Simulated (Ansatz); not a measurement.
An input for Ansatz 0.2.0 (Ta2O5 (P2/m)):

```yaml
crystal:
  lattice:
    - [3.8414080139, 0.0, 0.0]
    - [0.0, 3.86271575, 0.0]
    - [-1.8189421445, 0.0, 6.5289594201]
  atoms:
    - { symbol: Ta, position: [0.64953073, 0.0, 0.79131453] }
    - { symbol: Ta, position: [0.35046927, 0.0, 0.20868547] }
    - { symbol: O, position: [0.6621243, 0.5, 0.79832929] }
    - { symbol: O, position: [0.3378757, 0.5, 0.20167071] }
    - { symbol: O, position: [0.18976057, 0.0, 0.87062125] }
    - { symbol: O, position: [0.81023943, 0.0, 0.12937875] }
    - { symbol: O, position: [0.5, 0.0, 0.5] }
kpoints:
  mp_grid: { grid: [4, 4, 2] }
hamiltonian:
  xc: lda
  pseudopotentials: { kind: paw, azcp: { folder: soft_1 }, xc_functional: pbe }
scf:
  occupations: { method: fixed }
gw:
  n_empty_bands: 219
  ecut_chi: 100
  qp_bands: [v2, c2]
  qp_kpoints: band_edges
  screening: { model: godby_needs }
```

```sh
ansatz run input.yaml --threads 2 --pin off --max-ram 92160MiB --backend cuda --events-out ev --progress --plain --runs-dir out --devices 1 --max-vram 13GiB
```

**Question.** How long will it take on 1 × NVIDIA H100 80GB HBM3 (shared by 6 runs) with 2 threads of AMD EPYC 7R13 (Zen 3), shared host, and how much memory?

It took 26 s; on shared hardware allow 13 s to 52 s. Peak host memory was 1.3 GiB. The sizes that set the cost: 1913 plane waves a state, 18 irreducible k points, 247 bands summed, 221 plane waves in the screening and 11 SCF cycles.

The screening grows as filled bands × empty bands × pairs of k points, times the square of the screening basis for the matrix.

[Paths, hosts, dates, memory and timing lines, banners, echoed tables and standing remarks are left out of the program output.]

[Logs are printed without paths, hosts, clocks, repeated set-up lines and the standing remarks that a program may print on its own settings, such as how far it seeks lower states.]

[Runs of the session that timed out or met a known fault of the program may be left out.]

[Cells called generated may have been cut or substituted from an entry of the Crystallography Open Database or the Materials Project.]

[Hosts, paths, dates, database ids (printed as entryN), source tags and the programs' standing remarks are cut or masked in the printed files.]
